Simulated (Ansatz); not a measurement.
# Y on Cu(100): change of the work function

How does one ordered layer of Y (bridge site) change the work function of Cu(100), and what dipole does each adsorbate carry?

Calculated with Ansatz 0.2.0; plane-wave DFT, PBE, Ansatz PAW.

The raw output is cut from this account; settings, times and results stay.

## Step 1: The structure

The cell holds 4 atoms: 4 Cu. Its edges and angles: a = 2.553 Å, b = 2.553 Å, c = 23.415 Å, α = 90.0°, β = 90.0°, γ = 90.0°. Vacuum lies along c.

## Step 2: The clean slab

The bare slab comes first, as the zero from which every change is counted. The two lowest layers are held at bulk places and the upper ones relax. The dipole correction removes the false field that a one-sided slab makes across the periodic vacuum, so each face gets a flat vacuum level of its own.

input.yaml

```yaml
crystal:
  lattice:
    - [2.5526554801, 0.0, 0.0]
    - [0.0, 2.5526554801, 0.0]
    - [0.0, 0.0, 23.415]
  atoms:
    - { symbol: Cu, position: [0.5, 0.5, 0.3843689942] }
    - { symbol: Cu, position: [0.0, 0.0, 0.4614563314] }
    - { symbol: Cu, position: [0.5, 0.5, 0.5385436686] }
    - { symbol: Cu, position: [0.0, 0.0, 0.6156310058] }
kpoints:
  mp_grid: { grid: [12, 12, 1] }
hamiltonian:
  xc: pbe
scf:
  occupations: { method: fermi_dirac, width: 0.1 }
  convergence: { dr2_threshold: 1.0e-08 }
efield:
  axis: 3
  dipole_correction: true
  ramp_position: 0.97
  ramp_width: 0.06
relax:
  f_tol: 0.02
  max_steps: 60
  constraints: [{ sites: [0, 1] }]
output:
  write_potential: true
  write_density: true
  volumetric_format: npy
```

Started as:

```bash
> ansatz run input.yaml --threads 4 --pin off --max-ram 6144MiB --backend cpu --events-out ev --progress --plain --runs-dir out
```

It took 19 s on 4 threads of Arm Neoverse V1, shared host; peak memory 0.5 GiB; 72 s of CPU time.

Step by step:

```csv
step,energy less that of the first step (eV),largest force component (eV/Å)
1,0.0000,0.2181
2,-0.0019,0.1395
3,-0.0033,0.0021
```

The run keeps the 8 symmetry operations that the program found, so distortions that break them were not tested.

The atoms that moved most (Å):

```csv
atom,dx,dy,dz,length
Cu3,0.000,0.000,0.031,0.031
```

Final coordinates:

```xyz
4
Lattice="2.5527 0.0000 0.0000 0.0000 2.5527 0.0000 0.0000 0.0000 23.4150" Properties=species:S:1:pos:R:3
Cu    1.2763    1.2763    9.0000
Cu    0.0000    0.0000   10.8050
Cu    1.2763    1.2763   12.6413
Cu    0.0000    0.0000   14.4180
```

Numbers from this step:

| Quantity | Value |
| --- | --- |
| energy at zero smearing | -26499.4726 eV |
| work function, upper face | 4.571 eV |
| dipole along the normal | 4.05e-4 e·Å |

Running mean over 1.805 Å of the planar mean; the ramp of the sawtooth is left out. The electron's electrostatic potential energy less the Fermi level by z:

```csv
z (Å),electron's electrostatic potential energy less the Fermi level (eV)
3.0,4.58
3.5,4.58
4.0,4.58
4.5,4.58
5.0,4.58
5.5,4.57
6.0,4.54
6.5,4.45
7.0,4.10
7.5,2.70
8.0,-1.44
8.5,-6.20
9.0,-8.30
9.5,-8.63
10.0,-8.72
10.5,-8.78
11.0,-8.72
11.5,-8.54
12.0,-8.55
12.5,-8.77
13.0,-8.94
13.5,-9.00
14.0,-8.80
14.5,-8.20
15.0,-5.53
15.5,-0.619
16.0,3.08
16.5,4.18
17.0,4.46
17.5,4.54
18.0,4.56
18.5,4.57
19.0,4.57
19.5,4.57
20.0,4.57
```

The relaxation took 3 steps and lowered the energy by 0.0033 eV; the largest force on the free atoms ends at 0.0021 eV/Å.

The work function of the upper face is 4.57 eV.

## Step 3: The covered slab

System of this step: YCu16 (Y/Cu(100)). The cell holds 17 atoms: 16 Cu and 1 Y. Its edges and angles: a = 5.105 Å, b = 5.105 Å, c = 26.549 Å, α = 90.0°, β = 90.0°, γ = 90.0°. Vacuum lies along c.

The clean slab as it ended is repeated in the plane and the adsorbate is set on one face; the cell's size fixes the coverage, and the k-mesh shrinks with it to keep the sampling density about even. Adsorbate and upper layers relax, since the dipole depends on the height.

input.yaml

```yaml
crystal:
  lattice:
    - [5.1053109602, 0.0, 0.0]
    - [0.0, 5.1053109602, 0.0]
    - [0.0, 0.0, 26.5488077536]
  atoms:
    - { symbol: Cu, position: [0.25, 0.25, 0.3389982738] }
    - { symbol: Cu, position: [0.0, 0.0, 0.406986261] }
    - { symbol: Cu, position: [0.25, 0.25, 0.4761543358] }
    - { symbol: Cu, position: [0.0, 0.0, 0.5430740838] }
    - { symbol: Cu, position: [0.25, 0.75, 0.3389982738] }
    - { symbol: Cu, position: [0.0, 0.5, 0.406986261] }
    - { symbol: Cu, position: [0.25, 0.75, 0.4761543358] }
    - { symbol: Cu, position: [0.0, 0.5, 0.5430740838] }
    - { symbol: Cu, position: [0.75, 0.25, 0.3389982738] }
    - { symbol: Cu, position: [0.5, 0.0, 0.406986261] }
    - { symbol: Cu, position: [0.75, 0.25, 0.4761543358] }
    - { symbol: Cu, position: [0.5, 0.0, 0.5430740838] }
    - { symbol: Cu, position: [0.75, 0.75, 0.3389982738] }
    - { symbol: Cu, position: [0.5, 0.5, 0.406986261] }
    - { symbol: Cu, position: [0.75, 0.75, 0.4761543358] }
    - { symbol: Cu, position: [0.5, 0.5, 0.5430740838] }
    - { symbol: "Y", position: [0.25, 0.0, 0.6610017262] }
kpoints:
  mp_grid: { grid: [6, 6, 1] }
hamiltonian:
  xc: pbe
scf:
  occupations: { method: fermi_dirac, width: 0.1 }
  convergence: { dr2_threshold: 1.0e-08 }
efield:
  axis: 3
  dipole_correction: true
  ramp_position: 0.97
  ramp_width: 0.06
relax:
  f_tol: 0.02
  max_steps: 60
  constraints: [{ sites: [0, 1, 4, 5, 8, 9, 12, 13] }]
output:
  bader: true
  dos: { projected: true, e_range: [-8, 4] }
  write_potential: true
  write_density: true
  volumetric_format: npy
  elf: true
```

It took 15 min on 4 threads; peak memory 3.8 GiB; 59 min of CPU time.

Step by step:

```csv
step,energy less that of the first step (eV),largest force component (eV/Å)
1,0.0000,1.6928
2,-0.3792,1.8026
3,-0.7883,1.7208
4,-1.1271,1.2611
5,-1.3327,0.4459
6,-1.4770,0.2010
7,-1.4892,0.1197
8,-1.4988,0.0435
9,-1.4992,0.0020
```

Forces are held to the 4 operations that the program found; a distortion that breaks them can't arise in this run.

The atoms that moved most (Å):

```csv
atom,dx,dy,dz,length
Y17,0.000,0.000,-1.055,1.055
Cu16,-0.022,0.000,0.243,0.244
Cu8,0.022,0.000,0.243,0.244
Cu12,0.063,0.000,-0.108,0.125
Cu4,-0.063,0.000,-0.108,0.125
Cu11,0.000,0.051,-0.024,0.057
Cu15,0.000,-0.051,-0.024,0.057
Cu7,0.000,-0.033,0.006,0.033
```

This step gave:

```
energy at zero smearing        : -109846.2181 eV
work function, upper face      : 2.624 eV
work function, lower face      : 4.504 eV
dipole along the normal        : 0.2708 e·Å
step between the vacuum levels : -1.880 eV
```

Running mean over 1.805 Å of the planar mean; the ramp of the sawtooth is left out. The electron's electrostatic potential energy less the Fermi level by z:

```csv
z (Å),electron's electrostatic potential energy less the Fermi level (eV)
4,4.50
5,4.50
6,4.47
7,4.04
8,-1.46
9,-8.30
10,-8.72
11,-8.75
12,-8.60
13,-8.76
14,-8.25
15,-6.98
16,-2.74
17,-2.07
18,1.11
19,2.33
20,2.57
21,2.62
22,2.62
23,2.62
```

The density of states has structure finer than the step of the table below, so its rows give means over 0.25 eV. Peaks (eV: height): -2.740: 96.2, -2.680: 68.6, -2.440: 69.0, -2.320: 75.9, -2.260: 76.0, -1.710: 84.9, -1.500: 96.0.

Density of states against energy, zero at the Fermi level; means over each step:

```csv
energy (eV),density of states (states/eV a cell)
-7.75,1.14
-7.50,1.22
-7.25,1.40
-7.00,2.64
-6.75,2.96
-6.50,2.00
-6.25,2.50
-6.00,2.91
-5.75,3.82
-5.50,3.74
-5.25,5.37
-5.00,7.72
-4.75,12.7
-4.50,20.5
-4.25,22.5
-4.00,40.9
-3.75,32.0
-3.50,33.4
-3.25,48.8
-3.00,48.5
-2.75,61.2
-2.50,53.7
-2.25,65.4
-2.00,67.1
-1.75,76.3
-1.50,48.5
-1.25,11.5
-1.00,7.88
-0.75,6.13
-0.50,6.12
-0.25,8.57
0.00,6.55
0.25,8.35
0.50,9.43
0.75,9.52
1.00,9.06
1.25,10.8
1.50,5.52
1.75,9.34
```

Projected DOS per atom over height of the atomic layer and energy from the Fermi level. Layers: Cu4 Cu4 Cu4 Cu4 Y from below.

Ten even steps from '_' (0.01 states/eV) to '@' (5.59 states/eV), each cell a mean:
```
________++
________**
________##
________**
________::
________::
________..
**----..__
@@**####__
%%==**##..
++******__
--====**__
::==--==__
..====--__
__::::..__
____..____
__________
__________
__________
__________
__________
__________
```
Columns: height of the atomic layer (Å) from 9 to 16.5 (not evenly spaced); rows upwards: energy from the Fermi level (eV) from -7.96 to 1.95.

Electrostatic potential energy in the ca plane at fractional y = 0.000, with atoms of Cu and Y within 0.2 Å of it. With pseudopotentials it is smooth inside the atoms' cores, unlike the true potential.

Values in eV, 8 rows by 16 columns, each cell a mean:
```
  6   5  -5 -41  -4   4 -31 -26   3   3   4   5   6   6   6   6
  6   3   3  -3   3   3  -2  -1   6   5   5   6   6   6   6   6
  6   3   2 -12   2   3 -10  -7   6   5   5   6   6   6   6   6
  6   6  -8 -48  -6   4 -37 -32   2   1   4   5   6   6   6   6
  6   5  -5 -41  -4   4 -26 -23 -13 -19   0   5   6   6   6   6
  6   3   3  -3   3   3   1  -1 -36 -45  -3   4   6   6   6   6
  6   3   2 -12   2   4  -4  -5 -31 -41  -2   4   6   6   6   6
  6   6  -8 -48  -6   4 -34 -30  -6 -10   2   5   6   6   6   6
```
Columns run along c (16.0 Å, from fractional 0.29 to 0.89 of the cell; values clipped at the 3rd and 97th percentile), rows up along a (5.1 Å). Atoms in or near the plane, at fractional coordinates: Cu at (0.41, 0.00), Cu at (0.54, 0.99), Cu at (0.41, 0.50), Cu at (0.54, 0.51), Y at (0.62, 0.25).

Valence density in the ca plane at fractional y = 0.000, with atoms of Cu and Y within 0.2 Å of it. It is the smooth field of the valence electrons, not physical close to the nuclei.

Ten steps, logarithmic in the rise over the least value, from '0' (0 e/Å³) to '9' (51 e/Å³), each cell a mean:
```
00000002687300001489520000000000000000000000
00000001343100001245310000000000000000000000
00000000111000000111100000000000000000000000
00000000010000000011000000000000000000000000
00000001122100000133100000000000000000000000
00000002575200001377410000000000000000000000
00000003798310001599620000000000000000000000
00000002687300001477411111100000000000000000
00000001343100000133211233210000000000000000
00000000111000000011111344320000000000000000
00000000010000000000002344420000000000000000
00000001122100000112111344310000000000000000
00000002575200001256311122100000000000000000
00000003798310001599620000000000000000000000
```
Columns run along c (16.0 Å, from fractional 0.29 to 0.89 of the cell), rows up along a (5.1 Å). Atoms in or near the plane, at fractional coordinates: Cu at (0.41, 0.00), Cu at (0.54, 0.99), Cu at (0.41, 0.50), Cu at (0.54, 0.51), Y at (0.62, 0.25).

ELF in the ca plane at fractional y = 0.000, with atoms of Cu and Y within 0.2 Å of it. It is the smooth field of the valence electrons, not physical close to the nuclei.

Ten even steps from '0' (0.00) to '9' (0.85), each cell a mean:
```
12223322475222221278323310011233210000000000
12223322222223222233223431112221100000000000
12222332222233233222223332222211000000000000
12222233222333233322233332222111000000000000
12222332222223232222223432112221100000000000
12223322343222221255223321111222110000000000
12233322696212221389423211001233211000000000
12223322475222222256322356421234421000000000
12223322222222222222223799952134432100000000
12222332222232233222325987973134542100000000
12222233222332223323325976983124542100000000
12222332222222233222224899972134432100000000
12223322343222222233222588731134432100000000
12233322696212221389423222211234321000000000
```
Columns run along c (16.0 Å, from fractional 0.29 to 0.89 of the cell), rows up along a (5.1 Å). Atoms in or near the plane, at fractional coordinates: Cu at (0.41, 0.00), Cu at (0.54, 0.99), Cu at (0.41, 0.50), Cu at (0.54, 0.51), Y at (0.62, 0.25).

The relaxation took 9 steps and lowered the energy by 1.5 eV; the largest force on the free atoms ends at 0.0020 eV/Å.

By hand: a sheet of dipoles makes a step −p/(ε₀A) in the electron's potential. With e/ε₀ = 180.95 V·Å, p = 0.2708 e·Å and A = 26.06 Å², that is −180.95 × (0.2708) / 26.06 = -1.880 eV, and the two vacuum levels of the run differ by -1.880 eV.

The covered face has 2.62 eV, -1.95 eV against the clean one; the bare back face has moved by -0.08 eV, a measure of how thin the slab is.

## Step 4: Work function against coverage

This step: plane-wave DFT, PBE, Ansatz PAW; work function against coverage (Ansatz 0.2.0).

The runs are now put side by side.

This step gave:

```
work function of the clean face     : 4.571 eV
largest change of the work function : -1.946 eV
```

The work function of the covered face by coverage:

```csv
coverage (adsorbates/nm²),work function of the covered face (eV)
0.00,4.57
3.84,2.62
```

The dipole per adsorbate comes from the change of the cell's dipole. Coverage, by row:

```csv
coverage (1/nm²),coverage (ML),work function (eV),change (eV),"dipole per adsorbate, positive end outwards (debye)",mean height of the added atoms over the highest substrate atom (Å)
3.837,0.25,2.624,-1.946,1.293,1.833
```

## Step 5: The covered slab, atoms frozen

This step: plane-wave DFT, PBE, Ansatz PAW (Ansatz 0.2.0).

To see where the charge goes, the covered slab, the bare substrate and the adsorbate layer are each run at the same frozen positions and on the same grid.

input.yaml

```yaml
crystal:
  lattice:
    - [5.1053109602, 0.0, 0.0]
    - [0.0, 5.1053109602, 0.0]
    - [0.0, 0.0, 26.5488077536]
  atoms:
    - { symbol: Cu, position: [0.25, 0.25, 0.3389982738] }
    - { symbol: Cu, position: [0.0, 0.0, 0.406986261] }
    - { symbol: Cu, position: [0.25, 0.2563663511, 0.4763736416] }
    - { symbol: Cu, position: [-0.0122493253, 0.0, 0.5390124597] }
    - { symbol: Cu, position: [0.25, 0.75, 0.3389982738] }
    - { symbol: Cu, position: [0.0, 0.5, 0.406986261] }
    - { symbol: Cu, position: [0.25, 0.7436336489, 0.4763736416] }
    - { symbol: Cu, position: [0.004241638, 0.5, 0.5522100196] }
    - { symbol: Cu, position: [0.75, 0.25, 0.3389982738] }
    - { symbol: Cu, position: [0.5, 0.0, 0.406986261] }
    - { symbol: Cu, position: [0.75, 0.2600259895, 0.4752363369] }
    - { symbol: Cu, position: [0.5122493253, 0.0, 0.5390124597] }
    - { symbol: Cu, position: [0.75, 0.75, 0.3389982738] }
    - { symbol: Cu, position: [0.5, 0.5, 0.406986261] }
    - { symbol: Cu, position: [0.75, 0.7399740105, 0.4752363369] }
    - { symbol: Cu, position: [0.495758362, 0.5, 0.5522100196] }
    - { symbol: "Y", position: [0.25, 0.0, 0.6212628675] }
kpoints:
  mp_grid: { grid: [6, 6, 1] }
hamiltonian:
  xc: pbe
scf:
  occupations: { method: fermi_dirac, width: 0.1 }
  convergence: { dr2_threshold: 1.0e-08 }
efield:
  axis: 3
  dipole_correction: true
  ramp_position: 0.97
  ramp_width: 0.06
output:
  write_potential: true
  write_density: true
  volumetric_format: npy
```

Wall time 2.1 min (4 threads); peak memory 3.8 GiB.

Read from the output:

- energy at zero smearing: -109846.2180 eV
- work function, upper face: 2.625 eV
- dipole along the normal: 0.2706 e·Å
- step between the vacuum levels: -1.879 eV

The work function of the upper face is 2.62 eV.

## Step 6: The substrate alone

System of this step: Y/Cu(100), substrate alone, atoms held. The cell holds 16 atoms: 16 Cu. Cell: a = 5.105 Å, b = 5.105 Å, c = 26.549 Å, α = 90.0°, β = 90.0°, γ = 90.0°. Vacuum lies along c.

The second part, atoms unmoved.

input.yaml, as its differences from that of step 5:

```diff
@@ -22,3 +22,2 @@
     - { symbol: Cu, position: [0.495758362, 0.5, 0.5522100196] }
-    - { symbol: "Y", position: [0.25, 0.0, 0.6212628675] }
 kpoints:
```

Run time: 1.8 min. Hardware: 4 threads; peak memory 3.6 GiB; 6.9 min of CPU time.

Read from the output:

| Item | Value |
| --- | --- |
| energy at zero smearing | -105997.6170 eV |
| work function, upper face | 4.577 eV |
| dipole along the normal | 2.56e-4 e·Å |

The work function of the upper face is 4.58 eV.

## Step 7: The adsorbate layer alone

System of this step: Y/Cu(100), adsorbate layer alone, atoms held. The cell holds 1 atom: 1 Y. Cell: a = 5.105 Å, b = 5.105 Å, c = 26.549 Å, α = 90.0°, β = 90.0°, γ = 90.0°. Vacuum lies along c.

The third part; a free layer of atoms may carry a moment, so spin is on.

input.yaml, the sections that differ from step 6:

```yaml
crystal:
  lattice:
    - [5.1053109602, 0.0, 0.0]
    - [0.0, 5.1053109602, 0.0]
    - [0.0, 0.0, 26.5488077536]
  atoms:
    - { symbol: "Y", position: [0.25, 0.0, 0.6212628675], spin: 1.0 }
magnetization:
  spin_polarized: true
# kpoints, hamiltonian, scf, efield, output: as in step 6
```

Wall time 16 s (4 threads); peak memory 0.88 GiB; 60 s of CPU time.

Numbers from this step:

* energy at zero smearing: -3844.9486 eV
* total moment: 0.5865 μB
* site moments: 0.4316 μB
* work function, upper face: 3.099 eV
* dipole along the normal: 1.37e-5 e·Å

Site moment by atom:

```csv
atom,site moment (μB)
Y1,0.432
```

The free layer carries a moment of 0.6 μB a cell.

## Step 8: Where the charge went

This step: plane-wave DFT, PBE, Ansatz PAW; density difference on adsorption (Ansatz 0.2.0).

The densities of the parts are taken from that of the whole and averaged over planes; the first moment of what is left gives the step in the potential.

This step gave:

```
largest charge moved                 : 0.01038 e/Å²
potential step from the moved charge : -1.877 eV
```

The electron density difference oscillates, so the rows of the table below give means over 1 Å (shorter at the two ends). Its distinct maxima (Å: e/Å³): 13.0: 0.00149, 15.3: 0.0195, 17.1: -4.5e-4. Distinct minima: 14.5: -0.00698, 16.5: -0.0105, 17.7: -0.00483.

Planar mean, whole system less its parts. Table of electron density difference by z; means over each step:

z (Å), electron density difference (e/Å³) and a bar from the least value:
```
        4     0.0000 ############
        5     0.0000 ############
        6     0.0000 ############
        7    -0.0002 ############
        8     0.0000 ############
        9     0.0004 #############
       10    -0.0002 ###########
       11    -0.0001 ############
       12     0.0002 ############
       13     0.0008 ##############
       14    -0.0056 
       15     0.0085 ##############################
       16     0.0043 #####################
       17    -0.0039 ####
       18    -0.0037 ####
       19    -0.0005 ###########
       20     0.0001 ############
       21     0.0001 ############
       22     0.0000 ############
       23     0.0000 ############
       24     0.0000 ############
```

Planar mean, whole system less its parts. Table of electrons moved below z by z:

```csv
z (Å),electrons moved below z (e/Å²)
4.0,-4.5e-7
4.5,-1.3e-6
5.0,-3.5e-6
5.5,-9.6e-6
6.0,-2.5e-5
6.5,-5.9e-5
7.0,-1.3e-4
7.5,-2.5e-4
8.0,-3.3e-4
8.5,-2.1e-4
9.0,-5.7e-6
9.5,1.8e-4
10.0,9.6e-5
10.5,-7.8e-5
11.0,-1.2e-4
11.5,-1.9e-4
12.0,-1.0e-4
12.5,3.9e-5
13.0,7.3e-4
13.5,5.9e-4
14.0,-0.00203
14.5,-0.00537
15.0,-0.00401
15.5,0.00502
16.0,0.0103
16.5,0.00717
17.0,0.00484
17.5,0.00371
18.0,0.00144
18.5,1.7e-4
19.0,-1.9e-4
19.5,-1.9e-4
20.0,-1.2e-4
20.5,-6.6e-5
21.0,-3.3e-5
21.5,-1.5e-5
22.0,-6.9e-6
22.5,-3.1e-6
23.0,-1.5e-6
23.5,-7.5e-7
```

[end of part 1 of 2]

[Long decimals in the printed logs are rounded to 6 places.]

[Logs are printed without paths, hosts, clocks, repeated set-up lines and the standing remarks that a program may print on its own settings, such as how far it seeks lower states.]

[Hosts, paths, dates, database ids (printed as entryN), source tags and the programs' standing remarks are cut or masked in the printed files.]

[Maps of the electrostatic potential energy from Ansatz leave out the sawtooth potential of an applied field or a dipole correction, so their vacuum need not be flat; planar profiles and work functions include it.]

[The density of states shown here was stored with 400 of the rows of the run's finer table, so its peaks can read low, often by over a quarter, or be missed, and its means over a window can be off by a tenth or more.]
